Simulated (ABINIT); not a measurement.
## SiC (F-43m): making up for missing bands

Wanted: gap and time of SiC (F-43m) with truncated and completed band sums.

Program: ABINIT 10.8.3. Level of theory: PBE and many-body steps on it, plane waves. Values are calculated unless marked as measured.

## 1. The starting structure

Symmetry: F-43m, No. 216, cubic system. The conventional cell has a = 4.358 Å, b = 4.358 Å, c = 4.358 Å, α = 90.00°, β = 90.00°, γ = 90.00°. Nearest to Si lie 4 C at 1.89 Å. Nearest to C lie 4 Si at 1.89 Å. Farther neighbours, and contacts between anions beyond the nearest, are not listed.

The cell and positions come from the Crystallography Open Database and are kept as given unless a step says otherwise.

## 2. Empty states on the mesh, 6×6×6 mesh, 98 bands

This step: ABINIT 10.8.3; DFT, PBE, plane waves, norm-conserving pseudopotentials.

The sums over transitions need many empty states on a uniform mesh; this step solves for them.

File run.abi:

```
acell 3*1.0 Angstrom
rprim 
  -0.000000000000 2.179000000000 2.179000000000
  2.179000000000 -0.000000000000 2.179000000000
  2.179000000000 2.179000000000 -0.000000000000
ntypat 2
znucl 14 6
natom 2
typat 1 2
xred 
  0.000000000000 0.000000000000 0.000000000000
  0.250000000000 0.250000000000 0.250000000000
pp_dirpath "pseudos"
pseudos "Si.upf, C.upf"
ecut 37
ngkpt 6 6 6
nshiftk 1
shiftk 0 0 0
kptopt 1
chksymbreak 0
irdden 1
istwfk *1
nband 98
prtvol 0
optdriver 6
gwr_task "HDIAGO"
paral_kgb 0
occopt 1
indata_prefix "in"
outdata_prefix "out"
tmpdata_prefix "tmp"
```

Command:

```sh
OMP_NUM_THREADS=1 mpirun -n 8 abinit run.abi > log
```

What it wrote:

```text
.Version 10.8.3 of ABINIT. v10.8.2 released Aug 2026.

 Symmetries : space group F-4 3 m (#216); Bravais cF (face-center cubic)
[... echo of the input left out ...]
== DATASET  1 ==================================================================
-   mpi_nproc: 8, omp_nthreads: 1 (-1 if OMP is not activated)

--- !DatasetInfo
iteration_state: {dtset: 1, }
dimensions: {natom: 2, nkpt: 16, mband: 98, nsppol: 1, nspinor: 1, nspden: 1, mpw: 1524, }
cutoff_energies: {ecut:  37.0, pawecutdg:  -1.0, }
[...]
Indirect band gap semiconductor
 Fundamental gap:     1.361 (eV)
   VBM:     6.835 (eV) at k: [ 0.0000E+00,  0.0000E+00,  0.0000E+00]
   CBM:     8.196 (eV) at k: [ 5.0000E-01,  5.0000E-01,  0.0000E+00]
 Direct gap:         4.553 (eV) at k: [ 5.0000E-01,  5.0000E-01,  0.0000E+00]

== END DATASET(S) ==============================================================
================================================================================

 -outvars: echo values of variables after computation  --------
           etotal      0.0000000000E+00
            nband          98
             nkpt          16
          spgroup         216
 [... the other variables as echoed above ...]

 Calculation completed.
```

Run time: 14 s. Hardware: 8 MPI ranks of Arm Neoverse N1, shared host; peak memory 1.5 GiB; 1.9 min of CPU time.

This step gave:

* gap: 1.361 eV
* k of the valence top: 0, 0, 0
* k of the conduction bottom: 0.5, 0.5, 0
* least direct gap: 4.553 eV
* k points computed: 16
* lowest point of the top converged band, above the valence top: 128.6364 eV

On this mesh the gap is 1.361 eV.

The density comes from a self-consistent run that is not shown.

## 3. Screening, 6×6×6 mesh, 90 bands, screening to 228.6 eV

The RPA dielectric matrix is built and inverted for each q.

This step: RPA screening on PBE, plane waves, norm-conserving pseudopotentials.

run.abi: that of step 2 with these lines changed.

```diff
@@ -20,10 +20,11 @@
 chksymbreak 0
-irdden 1
 istwfk *1
-nband 98
-prtvol 0
-optdriver 6
-gwr_task "HDIAGO"
-paral_kgb 0
 occopt 1
+irdwfk 1
+optdriver 3
+nband 90
+ecuteps 8.4
+inclvkb 2
+awtr 1
+symchi 1
 indata_prefix "in"
```

What it wrote:

```text
.Version 10.8.3 of ABINIT. v10.8.2 released Aug 2026.

 Symmetries : space group F-4 3 m (#216); Bravais cF (face-center cubic)
[... echo of the input left out ...]
== DATASET  1 ==================================================================
-   mpi_nproc: 8, omp_nthreads: 1 (-1 if OMP is not activated)

--- !DatasetInfo
iteration_state: {dtset: 1, }
dimensions: {natom: 2, nkpt: 16, mband: 90, nsppol: 1, nspinor: 1, nspden: 1, mpw: 1524, }
cutoff_energies: {ecut:  37.0, pawecutdg:  -1.0, }
electrons: {nelect:   8.00000000E+00, charge:   0.00000000E+00, occopt:   1.00000000E+00, tsmear:   1.00000000E-02, }

 SCREENING: Calculation of the susceptibility and dielectric matrices

 Based on a program developped by R.W. Godby, V. Olevano, G. Onida, and L. Reining.
 Incorporated in ABINIT by V. Olevano, G.-M. Rignanese, and M. Torrent.
.Using double precision arithmetic ; gwpc =  8

[... cell and pseudopotentials left out ...]
--------------------------------------------------------------------------------

 ==== K-mesh for the wavefunctions ====
 Number of points in the irreducible wedge :    16
[... list of points left out ...]
 Together with 24 symmetry operations and time-reversal symmetry
 yields   216 points in the full Brillouin Zone.

 ==== Q-mesh for the screening function ====
 Number of points in the irreducible wedge :    16
[... list of points left out ...]
 Together with 24 symmetry operations and time-reversal symmetry
 yields   216 points in the full Brillouin Zone.

 setmesh: FFT mesh size selected  =    24x   24x   24
          total number of points  =        13824

 vcoul_init : cutoff-mode = AUXILIARY_FUNCTION
 q-points for optical limit:   1
     1)      0.000010    0.000020    0.000030

- screening: taking advantage of time-reversal symmetry
- Maximum band index for partially occupied states nbvw = 4
- Remaining bands to be divided among processors   nbcw = 86
- Number of bands treated by each node ~10

 Number of electrons calculated from density =    8.0000; Expected =    8.0000
 average of density, n =  0.057292
 r_s =    1.6092
 omega_plasma =   23.0888 [eV]

 calculating chi0 at frequencies [eV] :
  1    0.000000E+00    0.000000E+00
  2    0.000000E+00    2.308880E+01

--------------------------------------------------------------------------------
  q-point number  1        q = ( 0.000000, 0.000000, 0.000000) [r.l.u.]
--------------------------------------------------------------------------------
[... chi0 elements left out ...]
 For q-point:  0.000010 0.000020 0.000030
  dielectric constant =   7.0815
  dielectric constant without local fields =   7.7434

  Average fulfillment of the sum rule on Im[epsilon] for q-point    1 :     90.05  [%]
[... wings left out ...]
  q-point number  2        q = ( 0.166667, 0.000000, 0.000000) [r.l.u.]
--------------------------------------------------------------------------------
[... chi0 elements left out ...]
  Average fulfillment of the sum rule on Im[epsilon] for q-point    2 :     95.46  [%]

 [... 14 further q-points ...]
```

Elapsed: 53 s, on 8 MPI ranks; peak memory 1.1 GiB.

Numbers from this step:

- ε∞ with local fields, on this mesh: 7.082
- ε∞ without local fields, on this mesh: 7.743
- plasma frequency: 23.09 eV
- plane waves in the screening matrix: 169

Local fields lower ε∞ by 9 %.

## 4. 90 bands

The self-energy is evaluated for the states that the input lists, and the quasiparticle equation is solved.

This step: G0W0 on PBE, plane waves, norm-conserving pseudopotentials.

run.abi: that of step 3 with these lines changed.

```diff
@@ -23,8 +23,17 @@
 irdwfk 1
-optdriver 3
+optdriver 4
 nband 90
+gwcalctyp 0
+ecutsigx 37
+symsigma 1
+nkptgw 2
+kptgw 
+  0.0000000000 0.0000000000 0.0000000000
+  0.5000000000 0.5000000000 0.0000000000
+bdgw 
+  2 8
+  3 6
 ecuteps 8.4
-inclvkb 2
-awtr 1
-symchi 1
+irdscr 1
+ppmodel 1
 indata_prefix "in"
```

What it wrote:

```text
.Version 10.8.3 of ABINIT. v10.8.2 released Aug 2026.

 Symmetries : space group F-4 3 m (#216); Bravais cF (face-center cubic)
[... echo of the input left out ...]
== DATASET  1 ==================================================================
-   mpi_nproc: 8, omp_nthreads: 1 (-1 if OMP is not activated)

--- !DatasetInfo
iteration_state: {dtset: 1, }
dimensions: {natom: 2, nkpt: 16, mband: 90, nsppol: 1, nspinor: 1, nspden: 1, mpw: 1524, }
cutoff_energies: {ecut:  37.0, pawecutdg:  -1.0, }
electrons: {nelect:   8.00000000E+00, charge:   0.00000000E+00, occopt:   1.00000000E+00, tsmear:   1.00000000E-02, }

 SIGMA: Calculation of the GW corrections

 Based on a program developped by R.W. Godby, V. Olevano, G. Onida, and L. Reining.
 Incorporated in ABINIT by V. Olevano, G.-M. Rignanese, and M. Torrent.
.Using double precision arithmetic ; gwpc =  8

[... cell and pseudopotentials left out ...]
--------------------------------------------------------------------------------

 ==== K-mesh for the wavefunctions ====
 Number of points in the irreducible wedge :    16
[... list of points left out ...]
 Together with 24 symmetry operations and time-reversal symmetry
 yields   216 points in the full Brillouin Zone.

 ==== Q-mesh for screening function ====
 Number of points in the irreducible wedge :    16
[... list of points left out ...]
 Together with 24 symmetry operations and time-reversal symmetry
 yields   216 points in the full Brillouin Zone.

 vcoul_init : cutoff-mode = AUXILIARY_FUNCTION
 q-points for optical limit:   1
     1)      0.000010    0.000020    0.000030
 setmesh: FFT mesh size selected  =    32x   32x   32
          total number of points  =        32768

 Number of electrons calculated from density =    8.0000; Expected =    8.0000
 average of density, n =  0.057292
 r_s =    1.6092
 omega_plasma =   23.0888 [eV]

 === KS Band Gaps ===
  >>>> For spin  1
   Minimum direct gap =   4.5530 [eV], located at k-point      :   0.5000  0.5000  0.0000
   Fundamental gap    =   1.3613 [eV], Top of valence bands at :   0.0000  0.0000  0.0000
                                       Bottom of conduction at :   0.5000  0.5000  0.0000
 SIGMA fundamental parameters:
 PLASMON POLE MODEL  1
 number of plane-waves for SigmaX                 1459
 number of plane-waves for SigmaC and W            169
 number of plane-waves for wavefunctions          1459
 number of bands                                    90
 number of independent spin polarizations            1
 number of spinorial components                      1
 number of k-points in IBZ                          16
 number of q-points in IBZ                          16
 number of symmetry operations                      24
 number of k-points in BZ                          216
 number of q-points in BZ                          216
 number of frequencies for dSigma/dE                 9
 frequency step for dSigma/dE [eV]                0.25
 number of omega for Sigma on real axis              0
 max omega for Sigma on real axis  [eV]           0.00
 zcut for avoiding poles [eV]                     0.10

 EPSILON^-1 parameters (SCR file):
 dimension of the eps^-1 matrix on file            169
 dimension of the eps^-1 matrix used               169
 number of plane-waves for wavefunctions          1459
 number of bands                                    90
 number of q-points in IBZ                          16
 number of frequencies                               2
 number of real frequencies                          1
 number of imag frequencies                          1

 matrix elements of self-energy operator (all in [eV])

 Perturbative Calculation

--- !SelfEnergy_ee
iteration_state: {dtset: 1, }
kpoint     : [   0.000,    0.000,    0.000, ]
spin       : 1
KS_gap     :    6.223
QP_gap     :    7.129
Delta_QP_KS:    0.906
data: !SigmaeeData |
     Band     E0 <VxcDFT>   SigX SigC(E0)      Z dSigC/dE  Sig(E)    E-E0       E
        2   6.835 -14.930 -17.579   1.945   0.792  -0.262 -15.488  -0.558   6.277
        3   6.835 -14.930 -17.579   1.945   0.792  -0.262 -15.488  -0.558   6.277
        4   6.835 -14.930 -17.579   1.945   0.792  -0.262 -15.488  -0.558   6.277
        5  13.058 -13.213  -7.543  -5.229   0.790  -0.266 -12.865   0.348  13.406
        6  14.146 -11.327  -5.827  -5.099   0.806  -0.241 -11.003   0.323  14.470
        7  14.146 -11.327  -5.827  -5.099   0.806  -0.241 -11.003   0.323  14.470
        8  14.146 -11.327  -5.827  -5.099   0.806  -0.241 -11.003   0.323  14.470

--- !SelfEnergy_ee
iteration_state: {dtset: 1, }
kpoint     : [   0.500,    0.500,    0.000, ]
spin       : 1
KS_gap     :    4.553
QP_gap     :    5.581
Delta_QP_KS:    1.028
data: !SigmaeeData |
     Band     E0 <VxcDFT>   SigX SigC(E0)      Z dSigC/dE  Sig(E)    E-E0       E
        3   3.643 -13.567 -17.441   2.761   0.783  -0.277 -14.438  -0.871   2.772
        4   3.643 -13.567 -17.441   2.761   0.783  -0.277 -14.438  -0.871   2.772
        5   8.196 -10.505  -6.372  -3.942   0.820  -0.219 -10.348   0.157   8.354
        6  11.168 -10.770  -5.961  -4.408   0.822  -0.216 -10.440   0.329  11.498

== END DATASET(S) ==============================================================
================================================================================

 -outvars: echo values of variables after computation  --------
           etotal      0.0000000000E+00
            nband          90
             nkpt          16
          spgroup         216
 [... the other variables as echoed above ...]

 Calculation completed.
```

It took 11 s on 8 MPI ranks; peak memory 1.1 GiB.

This step gave:

* G0W0 gap on the mesh: 2.077 eV
* starting gap on the mesh: 1.361 eV
* k of the valence top: 0, 0, 0
* k of the conduction bottom: 0.5, 0.5, 0
* Z at the valence top: 0.792
* Z at the conduction bottom: 0.82
* least direct G0W0 gap on the computed points: 5.582 eV

The gap on the mesh goes from 1.36 eV to 2.08 eV, a correction of +0.72 eV.

## 5. Screening, 6×6×6 mesh, 12 bands, screening to 228.6 eV

This step: RPA screening on PBE, plane waves, norm-conserving pseudopotentials.

run.abi: that of step 4 with these lines changed.

```diff
@@ -23,17 +23,8 @@
 irdwfk 1
-optdriver 4
-nband 90
-gwcalctyp 0
-ecutsigx 37
-symsigma 1
-nkptgw 2
-kptgw 
-  0.0000000000 0.0000000000 0.0000000000
-  0.5000000000 0.5000000000 0.0000000000
-bdgw 
-  2 8
-  3 6
+optdriver 3
+nband 12
 ecuteps 8.4
-irdscr 1
-ppmodel 1
+inclvkb 2
+awtr 1
+symchi 1
 indata_prefix "in"
```

What it wrote:

```text
.Version 10.8.3 of ABINIT. v10.8.2 released Aug 2026.

 Symmetries : space group F-4 3 m (#216); Bravais cF (face-center cubic)
[... echo of the input left out ...]
== DATASET  1 ==================================================================
-   mpi_nproc: 8, omp_nthreads: 1 (-1 if OMP is not activated)

--- !DatasetInfo
iteration_state: {dtset: 1, }
dimensions: {natom: 2, nkpt: 16, mband: 12, nsppol: 1, nspinor: 1, nspden: 1, mpw: 1524, }
cutoff_energies: {ecut:  37.0, pawecutdg:  -1.0, }
electrons: {nelect:   8.00000000E+00, charge:   0.00000000E+00, occopt:   1.00000000E+00, tsmear:   1.00000000E-02, }

 SCREENING: Calculation of the susceptibility and dielectric matrices

 Based on a program developped by R.W. Godby, V. Olevano, G. Onida, and L. Reining.
 Incorporated in ABINIT by V. Olevano, G.-M. Rignanese, and M. Torrent.
.Using double precision arithmetic ; gwpc =  8

[... cell and pseudopotentials left out ...]
--------------------------------------------------------------------------------

 ==== K-mesh for the wavefunctions ====
 Number of points in the irreducible wedge :    16
[... list of points left out ...]
 Together with 24 symmetry operations and time-reversal symmetry
 yields   216 points in the full Brillouin Zone.

 ==== Q-mesh for the screening function ====
 Number of points in the irreducible wedge :    16
[... list of points left out ...]
 Together with 24 symmetry operations and time-reversal symmetry
 yields   216 points in the full Brillouin Zone.

 setmesh: FFT mesh size selected  =    24x   24x   24
          total number of points  =        13824

 vcoul_init : cutoff-mode = AUXILIARY_FUNCTION
 q-points for optical limit:   1
     1)      0.000010    0.000020    0.000030

- screening: taking advantage of time-reversal symmetry
- Maximum band index for partially occupied states nbvw = 4
- Remaining bands to be divided among processors   nbcw = 8
- Number of bands treated by each node ~1

 Number of electrons calculated from density =    8.0000; Expected =    8.0000
 average of density, n =  0.057292
 r_s =    1.6092
 omega_plasma =   23.0888 [eV]

 calculating chi0 at frequencies [eV] :
  1    0.000000E+00    0.000000E+00
  2    0.000000E+00    2.308880E+01

--------------------------------------------------------------------------------
  q-point number  1        q = ( 0.000000, 0.000000, 0.000000) [r.l.u.]
--------------------------------------------------------------------------------
[... chi0 elements left out ...]
 For q-point:  0.000010 0.000020 0.000030
  dielectric constant =   7.0437
  dielectric constant without local fields =   7.6977

  Average fulfillment of the sum rule on Im[epsilon] for q-point    1 :     20.27  [%]
[... wings left out ...]
  q-point number  2        q = ( 0.166667, 0.000000, 0.000000) [r.l.u.]
--------------------------------------------------------------------------------
[... chi0 elements left out ...]
  Average fulfillment of the sum rule on Im[epsilon] for q-point    2 :     72.85  [%]

 [... 14 further q-points ...]
```

Run time: 6.5 s. Hardware: 8 MPI ranks; peak memory 0.73 GiB.

Read from the output:

| Property | Result |
| --- | --- |
| ε∞ with local fields, on this mesh | 7.044 |
| ε∞ without local fields, on this mesh | 7.698 |
| plasma frequency | 23.09 eV |
| plane waves in the screening matrix | 169 |

(Part 1 of 2 ends here.)

[Long decimals in the printed logs are rounded to 6 places.]

[Logs are printed without paths, hosts, clocks, repeated set-up lines and the standing remarks that a program may print on its own settings, such as how far it seeks lower states.]

[Paths, hosts, dates, memory and timing lines, banners, echoed tables and standing remarks are left out of the program output; an Ansatz launch command may be rebuilt from the run's recorded settings. Measured values are a selection of at most five: reports struck by readers or far from the other reports are left out. None is set beside runs whose start may be inverted or whose files or cutoffs have a known fault.]

[Runs of the session that timed out or met a known fault of the program may be left out.]

[Hosts, paths, dates, database ids (printed as entryN), source tags and the programs' standing remarks are cut or masked in the printed files.]

[G0W0 gaps are taken among the corrected bands and points alone; a level outside them can change the order at an edge.]

[Where Ansatz stands beside ABINIT at settings called matched, ABINIT's density can come from a denser mesh and the files from another edition; pairs whose starting gaps differed by over 0.03 eV were left out, so agreement reads better than it is.]
